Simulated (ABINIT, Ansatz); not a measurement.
**How the form of the self-energy moves the gap of CsPbCl3 (Pm-3m)**

How much does the gap of CsPbCl3 (Pm-3m) depend on the approximation to the self-energy?

Method: PBE and many-body steps on it, plane waves, in ABINIT 10.8.3.

Most raw output is cut from this account.

## Step 1: The starting structure

It takes space group Pm-3m (No. 221, cubic). Conventional cell: a = 5.605 Å, b = 5.605 Å, c = 5.605 Å, α = 90.00°, β = 90.00°, γ = 90.00°. Cs has 12 Cl at 3.96 Å nearest. Pb has 6 Cl at 2.80 Å nearest. Cl has 2 Pb at 2.80 Å and 4 Cs at 3.96 Å nearest. Farther neighbours and most contacts between anions are not listed.

The cell and positions come from the Crystallography Open Database and are kept as given unless a step says otherwise. Spin-orbit coupling is left out unless a step names it.

## Step 2: Empty states on the mesh, 2×2×2 mesh, 605 bands

This step: ABINIT 10.8.3; DFT, PBE, plane waves, norm-conserving pseudopotentials.

The sums over transitions need many empty states on a uniform mesh; this step solves for them.

Input file run.abi:

```
acell 3*1.0 Angstrom
rprim 
  5.605000000000 0.000000000000 0.000000000000
  0.000000000000 5.605000000000 0.000000000000
  0.000000000000 0.000000000000 5.605000000000
ntypat 3
znucl 55 82 17
natom 5
typat 1 2 3 3 3
xred 
  0.000000000000 0.000000000000 0.000000000000
  0.500000000000 0.500000000000 0.500000000000
  0.500000000000 0.500000000000 0.000000000000
  0.000000000000 0.500000000000 0.500000000000
  0.500000000000 0.000000000000 0.500000000000
pp_dirpath "pseudos"
pseudos "Cs.upf, Pb.upf, Cl.upf"
ecut 32
ngkpt 2 2 2
nshiftk 1
shiftk 0 0 0
kptopt 1
chksymbreak 0
iscf -2
irdden 1
istwfk *1
nband 605
nbdbuf 54
tolwfr 1e-09
nstep 60
prtvol 0
indata_prefix "in"
outdata_prefix "out"
tmpdata_prefix "tmp"
```

On the command line:

```
> OMP_NUM_THREADS=1 mpirun -n 4 abinit run.abi > log
```

It took 16 min on 4 MPI ranks of Arm Neoverse N1, shared host; peak memory 0.99 GiB.

This step gave:

* gap: 1.932 eV
* k of the valence top: 0.5, 0.5, 0.5
* k of the conduction bottom: 0.5, 0.5, 0.5
* least direct gap: 1.932 eV
* k points computed: 4
* lowest point of the top converged band, above the valence top: 111.6159 eV

On this mesh the gap is 1.932 eV.

The density comes from a self-consistent run that is not shown.

## Step 3: Screening, 2×2×2 mesh, 240 bands, screening to 141.5 eV

The RPA dielectric matrix is built and inverted for each q.

This step: RPA screening on PBE, plane waves, norm-conserving pseudopotentials.

run.abi: that of step 2 with these lines changed.

```diff
@@ -23,10 +23,11 @@
 chksymbreak 0
-iscf -2
-irdden 1
 istwfk *1
-nband 605
-nbdbuf 54
-tolwfr 1e-09
-nstep 60
-prtvol 0
+occopt 1
+irdwfk 1
+optdriver 3
+nband 240
+ecuteps 5.2
+inclvkb 2
+awtr 1
+symchi 1
 indata_prefix "in"
```

It took 3.2 min on 4 MPI ranks; peak memory 2.3 GiB.

This step gave:

```yaml
eps_infinity_with_local_fields_on_this_mesh_along_the_program_s_q_direction: 7.224
the_same_without_local_fields: 8.220
plasma_frequency: 20.18 eV
plane_waves_in_the_screening_matrix: 691
```

Local fields lower ε∞ by 12 %. On a Γ-centred mesh this coarse the value itself is usually too large, while a short band sum pulls it down.

## Step 4: G0W0, Godby-Needs plasmon pole

The self-energy is evaluated for the states that the input lists, and the levels follow from it, in one-shot runs by the linearised quasiparticle equation.

This step: G0W0 on PBE, plane waves, norm-conserving pseudopotentials.

run.abi: that of step 3 with these lines changed.

```diff
@@ -26,8 +26,17 @@
 irdwfk 1
-optdriver 3
+optdriver 4
 nband 240
+gwcalctyp 0
+ecutsigx 32
+symsigma 1
+nkptgw 2
+kptgw 
+  0.5000000000 0.5000000000 0.5000000000
+  0.0000000000 0.0000000000 0.0000000000
+bdgw 
+  23 29
+  24 29
 ecuteps 5.2
-inclvkb 2
-awtr 1
-symchi 1
+irdscr 1
+ppmodel 1
 indata_prefix "in"
```

Elapsed: 2.2 min, on 4 MPI ranks; peak memory 2.2 GiB.

This step gave:

```yaml
g0w0_gap_on_the_points_computed: 3.212 eV
starting_gap_on_the_mesh: 1.932 eV
k_of_the_valence_top: 0.5, 0.5, 0.5
k_of_the_conduction_bottom: 0.5, 0.5, 0.5
z_at_the_valence_top: 0.792
z_at_the_conduction_bottom: 0.821
least_direct_g0w0_gap_on_the_computed_points: 3.212 eV
```

The gap on the mesh goes from 1.93 eV to 3.21 eV, a correction of +1.28 eV.

## Step 5: G0W0, von der Linden-Horsch plasmon pole

run.abi: that of step 4 with these lines changed.

```diff
@@ -40,3 +40,3 @@
 irdscr 1
-ppmodel 1
+ppmodel 3
 indata_prefix "in"
```

The job ended after 65 s (4 MPI ranks; peak memory 2 GiB).

This step gave:

```
G0W0 gap on the points computed              : 3.246 eV
starting gap on the mesh                     : 1.932 eV
k of the valence top                         : 0.5, 0.5, 0.5
k of the conduction bottom                   : 0.5, 0.5, 0.5
Z at the valence top                         : 0.855
Z at the conduction bottom                   : 0.879
least direct G0W0 gap on the computed points : 3.246 eV
```

Against G0W0 in ABINIT (2×2×2 mesh, 240 bands, screening to 141.5 eV, Godby-Needs plasmon pole), the gap moves by +0.034 eV.

## Step 6: G0W0, Engel-Farid plasmon pole

run.abi: that of step 5 with these lines changed.

```diff
@@ -40,3 +40,3 @@
 irdscr 1
-ppmodel 3
+ppmodel 4
 indata_prefix "in"
```

The job ended after 59 s (4 MPI ranks; peak memory 2 GiB).

Numbers from this step:

- G0W0 gap on the points computed: 3.285 eV
- starting gap on the mesh: 1.932 eV
- k of the valence top: 0.5, 0.5, 0.5
- k of the conduction bottom: 0.5, 0.5, 0.5
- least direct G0W0 gap on the computed points: 3.285 eV

Against G0W0 in ABINIT (2×2×2 mesh, 240 bands, screening to 141.5 eV, Godby-Needs plasmon pole), the gap moves by +0.073 eV.

## Step 7: One-shot Hartree-Fock

This step: one-shot Hartree-Fock on PBE, plane waves, norm-conserving pseudopotentials.

run.abi: that of step 6 with these lines changed.

```diff
@@ -27,4 +27,4 @@
 optdriver 4
-nband 240
-gwcalctyp 0
+nband 30
+gwcalctyp 5
 ecutsigx 32
@@ -38,5 +38,4 @@
   24 29
-ecuteps 5.2
-irdscr 1
-ppmodel 4
+ixc_sigma 40
+fftgw 31
 indata_prefix "in"
```

The job ended after 7.6 s (4 MPI ranks; peak memory 1 GiB).

Numbers from this step:

| Quantity | Value |
| --- | --- |
| quasiparticle gap on the points computed | 8.265 eV |
| starting gap on the mesh | 1.932 eV |
| k of the valence top | 0.5, 0.5, 0.5 |
| k of the conduction bottom | 0.5, 0.5, 0.5 |
| least direct quasiparticle gap on the computed points | 8.265 eV |

Against G0W0 in ABINIT (2×2×2 mesh, 240 bands, screening to 141.5 eV, Godby-Needs plasmon pole), the gap moves by +5.053 eV.

## Step 8: Screening, 2×2×2 mesh, 240 bands, screening to 141.5 eV

This step: RPA screening on PBE, plane waves, norm-conserving pseudopotentials.

run.abi: that of step 7 with these lines changed.

```diff
@@ -26,16 +26,13 @@
 irdwfk 1
-optdriver 4
-nband 30
-gwcalctyp 5
-ecutsigx 32
-symsigma 1
-nkptgw 2
-kptgw 
-  0.5000000000 0.5000000000 0.5000000000
-  0.0000000000 0.0000000000 0.0000000000
-bdgw 
-  23 29
-  24 29
-ixc_sigma 40
-fftgw 31
+optdriver 3
+nband 240
+ecuteps 5.2
+inclvkb 2
+awtr 1
+symchi 1
+gwcalctyp 2
+nfreqre 16
+freqremax 40 eV
+nfreqim 8
+spmeth 0
 indata_prefix "in"
```

It took 17 min on 4 MPI ranks; peak memory 2.9 GiB.

This step gave:

```yaml
eps_infinity_with_local_fields_on_this_mesh_along_the_program_s_q_direction: 7.224
the_same_without_local_fields: 8.220
plasma_frequency: 20.18 eV
plane_waves_in_the_screening_matrix: 691
```

## Step 9: G0W0, contour deformation

This step: G0W0 on PBE, plane waves, norm-conserving pseudopotentials.

run.abi: that of step 8 with these lines changed.

```diff
@@ -26,13 +26,16 @@
 irdwfk 1
-optdriver 3
+optdriver 4
 nband 240
+gwcalctyp 2
+ecutsigx 32
+symsigma 1
+nkptgw 2
+kptgw 
+  0.5000000000 0.5000000000 0.5000000000
+  0.0000000000 0.0000000000 0.0000000000
+bdgw 
+  23 29
+  24 29
 ecuteps 5.2
-inclvkb 2
-awtr 1
-symchi 1
-gwcalctyp 2
-nfreqre 16
-freqremax 40 eV
-nfreqim 8
-spmeth 0
+irdscr 1
 indata_prefix "in"
```

The job ended after 72 s (4 MPI ranks; peak memory 3.6 GiB; 4.8 min of CPU time).

Numbers from this step:

```yaml
g0w0_gap_on_the_points_computed: 3.265 eV
starting_gap_on_the_mesh: 1.932 eV
k_of_the_valence_top: 0.5, 0.5, 0.5
k_of_the_conduction_bottom: 0.5, 0.5, 0.5
least_direct_g0w0_gap_on_the_computed_points: 3.265 eV
```

Against G0W0 in ABINIT (2×2×2 mesh, 240 bands, screening to 141.5 eV, Godby-Needs plasmon pole), the gap moves by +0.053 eV.

## Step 10: Side by side

Times are wall times on 4 MPI ranks of Arm Neoverse N1, shared host, good to a factor of about two. A run's time includes the screening step that it read.

```csv
run,mesh,bands,screening cutoff (eV),DFT gap (eV),gap on the mesh (eV),direct (eV),ε∞ used,time
"G0W0, Godby-Needs plasmon pole",2×2×2,240,141.5,1.932,3.212,3.212,7.22,5.4 min
"G0W0, von der Linden-Horsch plasmon pole",2×2×2,240,141.5,1.932,3.246,3.246,7.22,4.3 min
"G0W0, Engel-Farid plasmon pole",2×2×2,240,141.5,1.932,3.285,3.285,7.22,4.2 min
one-shot Hartree-Fock,2×2×2,-,-,1.932,8.265,8.265,-,7.6 s
"G0W0, contour deformation",2×2×2,240,141.5,1.932,3.265,3.265,7.22,19 min
```

## Step 11: Results

- G0W0, Godby-Needs plasmon pole: 3.212 eV
- G0W0, von der Linden-Horsch plasmon pole: 3.246 eV
- G0W0, Engel-Farid plasmon pole: 3.285 eV
- one-shot Hartree-Fock: 8.265 eV
- G0W0, contour deformation: 3.265 eV
- known limits: not at the basis limit; no spin-orbit coupling; coarse k mesh

G0W0, von der Linden-Horsch plasmon pole: +0.034 eV against G0W0, Godby-Needs plasmon pole. G0W0, Engel-Farid plasmon pole: +0.073 eV against G0W0, Godby-Needs plasmon pole. One-shot Hartree-Fock: +5.053 eV against G0W0, Godby-Needs plasmon pole. G0W0, contour deformation: +0.053 eV against G0W0, Godby-Needs plasmon pole. Bare exchange alone opens the gap to 8.26 eV; against G0W0, correlation takes back 5.05 eV. Bands and cutoff are finite, so the gap is not at the basis limit. The miss can reach some tenths of an eV and take either sign; the mesh is an error of its own. In the G0W0 runs levels were corrected at 2 k points alone, so a gap called «on the mesh» is the least over those, and an edge elsewhere would be missed. The 2×2×2 mesh is coarse for this cell, which bears on the long-range parts of exchange and screening. Where an edge is built on 6p states of lead, bismuth or thallium, scalar-relativistic gaps usually stand too wide, by a few tenths to over one eV. This is the ideal cubic cell; many perovskites, halides above all, are cubic only on average, and local tilts or off-centring can widen the gap. The many-body steps are scalar-relativistic: spin-orbit coupling is not in them.

[Paths, hosts, dates, memory and timing lines, banners, echoed tables and standing remarks are left out of the program output.]

[Logs are printed without paths, hosts, clocks, repeated set-up lines and the standing remarks that a program may print on its own settings, such as how far it seeks lower states.]

[Runs of the session that timed out or met a known fault of the program may be left out.]

[Hosts, paths, dates, database ids (printed as entryN), source tags and the programs' standing remarks are cut or masked in the printed files.]

[G0W0 gaps are taken among the corrected bands and points alone; a level outside them can change the order at an edge.]

[Where Ansatz stands beside ABINIT at settings called matched, ABINIT's density can come from a denser mesh and the files from another edition; pairs whose starting gaps differed by over 0.03 eV were left out, so agreement reads better than it is.]
